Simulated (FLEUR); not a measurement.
**Magnetic state of LaFeSi from several starts**

Wanted: the moments of LaFeSi and the energy of each order that was tried.

Main program and level: FLEUR MaX-R8.1; LDA (von Barth-Hedin); all-electron FLAPW, Dirac cores, scalar-relativistic bands.

## Step 1: The starting structure

Symmetry: P4/nmm, No. 129, tetragonal system. The conventional cell has a = 4.140 Å, b = 4.140 Å, c = 7.306 Å, α = 90.00°, β = 90.00°, γ = 90.00°. Nearest to La lie 4 Fe at 3.08 Å and 5 Si at 3.12 to 3.49 Å. Nearest to Fe lie 4 Si at 2.40 Å and 4 Fe at 2.93 Å and 4 La at 3.08 Å. Si has 4 Fe at 2.40 Å and 5 La at 3.12 to 3.49 Å nearest. Farther neighbours are not listed.

Coordinates:

```cif
data_structure
_symmetry_space_group_name_H-M 'P 1'
_symmetry_Int_Tables_number 1
_cell_length_a 4.1404
_cell_length_b 4.1404
_cell_length_c 7.3063
_cell_angle_alpha 90.000
_cell_angle_beta 90.000
_cell_angle_gamma 90.000
_cell_volume 125.25
loop_
_atom_site_label
_atom_site_type_symbol
_atom_site_fract_x
_atom_site_fract_y
_atom_site_fract_z
_atom_site_occupancy
La1 La 0.50000 0.00000 0.68813 1
La2 La 0.00000 0.50000 0.31187 1
Fe3 Fe 0.00000 0.00000 0.00000 1
Fe4 Fe 0.50000 0.50000 0.00000 1
Si5 Si 0.50000 0.00000 0.16567 1
Si6 Si 0.00000 0.50000 0.83433 1
```

The settings of this session are cheaper than careful work needs (see the inputs), so it shows what such settings give, not the properties of the crystal.

The cell comes from a database of computed structures and need not be the stable phase.

## Step 2: Run 1 (ferro ++)

The parallel start comes first: it shows whether parallel moments hold.

inpgen writes inp.xml from crystal.txt; cutoffs, mixing, functional, smearing and local orbitals are then set in the file. The k list default-1 (kpts.xml, not shown) is a Γ-centred 4×4×2 mesh; where the ranks do not divide the number of points, some are split in two of half the weight.

inp.xml

```
<?xml version="1.0" encoding="UTF-8" standalone="no"?>
<fleurInput fleurInputVersion="0.39">
   <comment>
      LaFeSi
   </comment>
   <calculationSetup>
      <cutoffs Kmax="4.31" Gmax="12.9" GmaxXC="12.9" numbands="0"/>
      <scfLoop itmax="90" minDistance="0.00002" maxIterBroyd="15" imix="Anderson" alpha="0.05" precondParam="0.0" spinf="2.0" sdNocoIR="T"/>
      <coreElectrons ctail="T" frcor="F" kcrel="0" coretail_lmax="0"/>
      <xcFunctional name="bh" relativisticCorrections="F"/>
      <magnetism jspins="2"/>
      <soc l_soc="F" theta="0.0" phi="0.0" spav="F"/>
      <expertModes spex="0" secvar="F"/>
      <geometryOptimization l_f="F" forcealpha="1.0" forcemix="BFGS" epsdisp="0.00001" epsforce="0.00001"/>
      <ldaU l_linMix="F" mixParam="0.05" spinf="1.0"/>
   </calculationSetup>
   <cell>
      <bzIntegration valenceElectrons="62.0" mode="hist" fermiSmearingEnergy="0.00918733">
         <kPointListSelection listName="default-1"/>
         <xi:include xmlns:xi="http://www.w3.org/2001/XInclude" href="kpts.xml"> </xi:include>
      </bzIntegration>
      <xi:include xmlns:xi="http://www.w3.org/2001/XInclude" href="sym.xml"> </xi:include>
      <bulkLattice scale="1.0">
         <bravaisMatrix>
            <row-1>    7.8242823663517367     0.0000000000000000     0.0000000000000000</row-1>
            <row-2>    0.0000000000000000     7.8242823663517367     0.0000000000000000</row-2>
            <row-3>    0.0000000000000000     0.0000000000000000    13.8068177339549596</row-3>
         </bravaisMatrix>
      </bulkLattice>
   </cell>
   <atomSpecies>
      <species name="Lanthanum (La)" element="La" atomicNumber="57">
         <mtSphere radius="2.8" gridPoints="925" logIncrement="0.014"/>
         <atomicCutoffs lmax="10" lnonsphr="8"/>
         <electronConfig flipSpins="F">
            <coreConfig>(1s1/2) (2s1/2) (2p1/2) (2p3/2) (3s1/2) (3p1/2) (3p3/2) (4s1/2) (3d3/2) (3d5/2) (4p1/2) (4p3/2) (4d3/2) (4d5/2)</coreConfig>
            <valenceConfig>(5s1/2) (5p1/2) (5p3/2) (6s1/2) (5d3/2) (5d5/2)</valenceConfig>
            <stateOccupation state="(5d3/2)" spinUp="0.200000" spinDown="0.200000"/>
            <stateOccupation state="(5d5/2)" spinUp="0.300000" spinDown="0.300000"/>
         </electronConfig>
         <energyParameters s="6" p="6" d="5" f="4"/>
         <lo type="SCLO" l="0" n="5" eDeriv="0"/>
         <lo type="SCLO" l="1" n="5" eDeriv="0"/>
      </species>
      <species name="Iron (Fe) 2.800" element="Fe" atomicNumber="26">
         <mtSphere radius="2.67" gridPoints="883" logIncrement="0.014"/>
         <atomicCutoffs lmax="10" lnonsphr="8"/>
         <electronConfig flipSpins="F">
            <coreConfig>(1s1/2) (2s1/2) (2p1/2) (2p3/2)</coreConfig>
            <valenceConfig>(3s1/2) (3p1/2) (3p3/2) (4s1/2) (3d3/2) (3d5/2)</valenceConfig>
            <stateOccupation state="(3d3/2)" spinUp="1.4" spinDown="1.0"/>
            <stateOccupation state="(3d5/2)" spinUp="3.0" spinDown="0.6"/>
         </electronConfig>
         <energyParameters s="4" p="4" d="3" f="4"/>
         <lo type="SCLO" l="0" n="3" eDeriv="0"/>
         <lo type="SCLO" l="1" n="3" eDeriv="0"/>
      </species>
      <species name="Silicon (Si)" element="Si" atomicNumber="14">
         <mtSphere radius="1.74" gridPoints="575" logIncrement="0.02"/>
         <atomicCutoffs lmax="6" lnonsphr="4"/>
         <electronConfig flipSpins="F">
            <coreConfig>(1s1/2) (2s1/2) (2p1/2) (2p3/2)</coreConfig>
            <valenceConfig>(3s1/2) (3p1/2) (3p3/2)</valenceConfig>
            <stateOccupation state="(3p1/2)" spinUp="0.333333" spinDown="0.333333"/>
            <stateOccupation state="(3p3/2)" spinUp="0.666667" spinDown="0.666667"/>
         </electronConfig>
         <energyParameters s="3" p="3" d="3" f="4"/>
      </species>
   </atomSpecies>
   <atomGroups>
      <atomGroup species="Lanthanum (La)">
         <relPos label="                   1">1.000/4.000 -1.000/4.000 -.3118657600</relPos>
         <relPos label="                   2">-1.000/4.000 1.000/4.000 .3118657600</relPos>
         <force calculate="T" relaxXYZ="TTT"/>
      </atomGroup>
      <atomGroup species="Iron (Fe) 2.800">
         <relPos label="                   3">-1.000/4.000 -1.000/4.000 .0000000000</relPos>
         <relPos label="                   4">1.000/4.000 1.000/4.000 .0000000000</relPos>
         <force calculate="T" relaxXYZ="TTT"/>
      </atomGroup>
      <atomGroup species="Silicon (Si)">
         <relPos label="                   5">1.000/4.000 -1.000/4.000 .1656743800</relPos>
         <relPos label="                   6">-1.000/4.000 1.000/4.000 -.1656743800</relPos>
         <force calculate="T" relaxXYZ="TTT"/>
      </atomGroup>
   </atomGroups>
   <output dos="F" band="F" slice="F">
      <bandDOS minEnergy="-.5*Htr" maxEnergy="0.5*Htr" sigma="0.015" storeEVData="T"/>
      <plotting iplot="0" polar="F">
         <plot TwoD="T" vec1="  1.0  0.0  0.0" vec2="  0.0  1.0  0.0" vec3="  0.0  0.0  1.0" zero="  0.0  0.0  0.0" file="plot"/>
      </plotting>
      <moessbauerParams electricFieldGradient="F" isomerShift="F" coreHyperfine="F" valenceHyperfine="F"/>
   </output>
</fleurInput>
```

crystal.txt

```
LaFeSi
&input film=F cartesian=F /
4.14043192000  0.00000000000  0.00000000000
0.00000000000  4.14043192000  0.00000000000
0.00000000000  0.00000000000  7.30625330000
1.8897261246
1.0 1.0 1.0

6
57 0.50000000000  0.00000000000  0.68813424000
57 0.00000000000  0.50000000000  0.31186576000
26 0.00000000000  0.00000000000  0.00000000000 : 2.800
26 0.50000000000  0.50000000000  0.00000000000 : 2.800
14 0.50000000000  0.00000000000  0.16567438000
14 0.00000000000  0.50000000000  0.83432562000

&kpt div1=4 div2=4 div3=2 gamma=T /
```

On the command line:

```
> OMP_NUM_THREADS=1 inpgen -f crystal.txt > inpgen.log  # inp.xml is then edited as shown
> OMP_NUM_THREADS=1 mpirun -n 4 fleur_MPI > fleur.log
```

Output:

```text
Welcome to FLEUR        (www.flapw.de)
      MaX-Release 8.1          (www.max-centre.eu)

 ========== k-point set info ==========
 Selected k-point list: default-1
 k-point list type: mesh
 4 x 4 x 2
 Number of k points: 12

 ------------Calculation Setup---------------------------
 Number of MPI-tasks      :            4
 Number of PE/node        :            4
 Number of OMP-threads    :            1
 k-points in parallel     :            4
 pe's per k-point         :            1
 No of k-point loops      :            3
 Eigenvalue solver        :       lapack
 Number of basis functions:         1196
 Approximate size of matrices (H+S) per k-point:         0.021 GB
 --------------------------------------------------------
 Iteration:     1   Distance:      23.52496162 me/bohr^3
 Iteration:     2   Distance:      15.08805605 me/bohr^3
 Iteration:     3   Distance:      11.29831906 me/bohr^3
 Iteration:     4   Distance:      12.02895344 me/bohr^3
 Iteration:     5   Distance:      15.52684268 me/bohr^3
 Iteration:     6   Distance:      10.55338381 me/bohr^3
 Iteration:     7   Distance:       5.58203349 me/bohr^3
 Iteration:     8   Distance:       4.22726182 me/bohr^3
 Iteration:     9   Distance:       5.63398552 me/bohr^3
 Iteration:    10   Distance:       3.99830741 me/bohr^3
[... 22 iterations left out ...]
 Iteration:    33   Distance:       0.00213511 me/bohr^3
 Iteration:    34   Distance:       0.00161564 me/bohr^3
 Iteration:    35   Distance:       0.00114486 me/bohr^3
 Iteration:    36   Distance:       0.00158943 me/bohr^3
 Iteration:    37   Distance:       0.00088129 me/bohr^3
 Iteration:    38   Distance:       0.00019201 me/bohr^3
 Iteration:    39   Distance:       0.00014532 me/bohr^3
 Iteration:    40   Distance:       0.00008613 me/bohr^3
 Iteration:    41   Distance:       0.00005199 me/bohr^3
 Iteration:    42   Distance:       0.00000928 me/bohr^3

 ********************************************************************
 Run finished successfully
 Stop message:
   all done
 ********************************************************************

--- out.xml (last complete iteration) ---
<iteration numberForCurrentRun="   42" overallNumber="   42">
         [... left out ...]
         <bandgap value="0.0327716592" units="eV"/>
         <sumValenceSingleParticleEnergies value="-29.2995843521" units="Htr"/>
         <FermiEnergy value="0.3374695049" units="Htr"/>
         <valenceDensity>
            <mtCharges spin="1">
               <mtCharge atomType="1" total="4.3333375" s="1.0331421" p="2.8133876" d="0.4091840" f="0.0750067"/>
               <mtCharge atomType="2" total="8.0515594" s="1.2949161" p="3.3515970" d="3.3754981" f="0.0231455"/>
               <mtCharge atomType="3" total="0.5794749" s="0.2691867" p="0.2880806" d="0.0208214" f="0.0012333"/>
            </mtCharges>
            <mtCharges spin="2">
               <mtCharge atomType="1" total="4.3333377" s="1.0331421" p="2.8133876" d="0.4091841" f="0.0750067"/>
               <mtCharge atomType="2" total="8.0515593" s="1.2949161" p="3.3515970" d="3.3754981" f="0.0231455"/>
               <mtCharge atomType="3" total="0.5794749" s="0.2691867" p="0.2880806" d="0.0208214" f="0.0012333"/>
            </mtCharges>
            <spinDependentCharge spin="1" total="30.9999995" interstitial="5.0712560" mtSpheres="25.9287435"/>
            <spinDependentCharge spin="2" total="31.0000005" interstitial="5.0712567" mtSpheres="25.9287438"/>
            <totalCharge value="62.0000000000"/>
         </valenceDensity>
         [... left out ...]
         <allElectronCharges>
            <spinDependentCharge spin="1" total="96.9999995" interstitial="5.0845522" mtSpheres="91.9154473"/>
            <spinDependentCharge spin="2" total="97.0000005" interstitial="5.0845529" mtSpheres="91.9154476"/>
            <totalCharge value="193.9999999384"/>
         </allElectronCharges>
         <magneticMomentsInMTSpheres units="muBohr">
            <globalMagMoment atomType="1" vec="0.00000   0.00000   0.00000"/>
            <localMagMoment atomType="1" vec="0.00000   0.00000   0.00000"/>
            <globalMagMoment atomType="2" vec="0.00000   0.00000   0.00000"/>
            <localMagMoment atomType="2" vec="0.00000   0.00000   0.00000"/>
            <globalMagMoment atomType="3" vec="0.00000   0.00000   0.00000"/>
            <localMagMoment atomType="3" vec="0.00000   0.00000   0.00000"/>
         </magneticMomentsInMTSpheres>
         <moessbauerParams unitsHFF="kG" unitsIS="e/bohr^3" unitsEFG="Htr/bohr^2">
         </moessbauerParams>
         <totalEnergy value="   -20105.1390692957" units="Htr">
            <sumOfEigenvalues value="   -12250.6506684741">
               <coreElectrons value="-12221.3510841220"/>
               <valenceElectrons value="-29.2995843521"/>
            </sumOfEigenvalues>
            <densityCoulombPotentialIntegral value="-32851.2181676756"/>
            <densityEffectivePotentialIntegral value="-33573.4089540772"/>
            <chargeDenXCDenIntegral value="-545.6794183629"/>
            <FockExchangeEnergyValence value="0.0000000000"/>
            <FockExchangeEnergyCore value="0.0000000000"/>
            <atomTypeDependentContributions atomType="1">
               <electronNucleiInteractionDifferentMTs value="20635.8187557103"/>
               <MadelungTerm value="-63.5698584903"/>
            </atomTypeDependentContributions>
            <atomTypeDependentContributions atomType="2">
               <electronNucleiInteractionDifferentMTs value="3049.8376491452"/>
               <MadelungTerm value="-8.6239382883"/>
            </atomTypeDependentContributions>
            <atomTypeDependentContributions atomType="3">
               <electronNucleiInteractionDifferentMTs value="675.8084295543"/>
               <MadelungTerm value="-22.9502215097"/>
            </atomTypeDependentContributions>
            <tkbTimesEntropy value="0.0487056606"/>
            <freeEnergy value="-20105.1877749563"/>
            <extrapolationTo0K value="-20105.1634221260"/>
         </totalEnergy>
         <densityConvergence units="me/bohr^3">
            <chargeDensity spin="1" distance="0.0000060360"/>
            <chargeDensity spin="2" distance="0.0000043991"/>
            <overallChargeDensity distance="0.0000092768"/>
            <spinDensity distance="0.0000050509"/>
         </densityConvergence>
      </iteration>
```

It took 2.3 min on 4 MPI ranks of AMD EPYC 7R43, shared host; peak memory 0.57 GiB.

The spin moment in the muffin-tin sphere vanishes on all atoms.

Read from the output:

| Quantity | Value |
| --- | --- |
| free energy | -547090.0301 eV |
| program's band gap on this mesh (in a metal only a level spacing) | 0.03277 eV |
| final state | non-magnetic |

After 42 cycles the seed has died away: no moment is left.

[end of part 1 of 3]

[Logs and program files are shortened in this print: banners, set-up blocks, solver, clock and traceback lines can be left out without a mark of their own.]

[Logs are printed without paths, hosts, clocks, repeated set-up lines and the standing remarks that a program may print on its own settings, such as how far it seeks lower states.]

[Hosts, paths, dates, database ids (printed as entryN), source tags and the programs' standing remarks are cut or masked in the printed files.]

[Where a cell is said to come from a database of computed structures, the database is the Materials Project.]
